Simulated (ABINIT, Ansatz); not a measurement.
# Calculated records

**CaHClO (P6_3mc): G0W0 with ABINIT, start to end**

Symmetry: P6_3mc, No. 186, hexagonal system. Conventional cell: a = 3.870 Å, b = 3.870 Å, c = 9.810 Å, α = 90.00°, β = 90.00°, γ = 120.00°. Ca has 3 O at 2.33 Å and 3 H at 2.77 Å and 4 Cl at 2.87 to 3.11 Å nearest. Nearest to H lie 1 O at 0.97 Å. Nearest to Cl lie 3 H at 2.67 Å and 4 Ca at 2.87 to 3.11 Å. Nearest to O lie 1 H at 0.97 Å and 3 Ca at 2.33 Å. Farther neighbours, and contacts between anions beyond the nearest, are not listed.

```xyz
8
Lattice="3.8698 0.0000 0.0000 -1.9349 3.3514 0.0000 0.0000 0.0000 9.8098" Properties=species:S:1:pos:R:3 pbc="T T T"
Ca    0.0000    2.2343    0.0007
Ca    1.9349    1.1171    4.9056
H     0.0000    0.0000    1.6376
H     0.0000    0.0000    6.5425
Cl    0.0000    2.2343    3.1064
Cl    1.9349    1.1171    8.0114
O     0.0000    0.0000    0.6683
O     0.0000    0.0000    5.5732
```

```
method               : RPA screening on LDA, plane waves, norm-conserving pseudopotentials (and 2 further levels or steps)
program              : ABINIT 10.8.3
settings             : cutoff 36 Ha, PseudoDojo scalar-relativistic 0.4.1 standard, norm-conserving, ngkpt (3, 3, 2), nband 403, ecuteps 8 Ha, inclvkb 2, shiftk (0, 0, 0), symchi 1, awtr 1, frequency ppm, 3×3×2 k-mesh
cost                 : 4 runs, 23 min in all on 4 MPI ranks of Arm Neoverse V1, shared host
notes                : The program’s warnings: nkpt*nsppol () is not a multiple of nproc spkpt (). The cell and positions are those that the Materials Project relaxed with its own functionals (PBE, PBE+U or r2SCAN), kept fixed. The 3×3×2 mesh is coarse for this cell, which bears on the long-range parts of exchange and screening.
LDA gap              : 5.07 eV, direct
G0W0 gap on the mesh : 7.79 eV
GW settings          : 3×3×2 mesh, 403 bands, screening to 217.7 eV, Godby-Needs plasmon pole
known limits         : short of the basis limit; coarse k mesh
```

G0W0 moves the gap on the mesh from 5.07 eV to 7.79 eV (+2.73 eV), with Z of 0.81 and 0.86 at the edges. Local fields lower the RPA ε∞ on this mesh from 3.38 to 2.95; a Γ-centred mesh this coarse tends to raise both, most where the direct gap is narrow, while a short band sum lowers them.

[Long decimals in the printed logs are rounded to 6 places.]

[Logs are printed without paths, hosts, clocks, repeated set-up lines and the standing remarks that a program may print on its own settings, such as how far it seeks lower states.]

[Paths, hosts, dates, memory and timing lines, banners, echoed tables and standing remarks are left out of the program output; an Ansatz launch command may be rebuilt from the run's recorded settings. Measured values are a selection of at most five: reports struck by readers or far from the other reports are left out. None is set beside runs whose start may be inverted or whose files or cutoffs have a known fault.]

[Runs of the session that timed out or met a known fault of the program may be left out.]

[Hosts, paths, dates, database ids (printed as entryN), source tags and the programs' standing remarks are cut or masked in the printed files.]

[G0W0 gaps are taken among the corrected bands and points alone; a level outside them can change the order at an edge.]

[Where Ansatz stands beside ABINIT at settings called matched, ABINIT's density can come from a denser mesh and the files from another edition; pairs whose starting gaps differed by over 0.03 eV were left out, so agreement reads better than it is.]
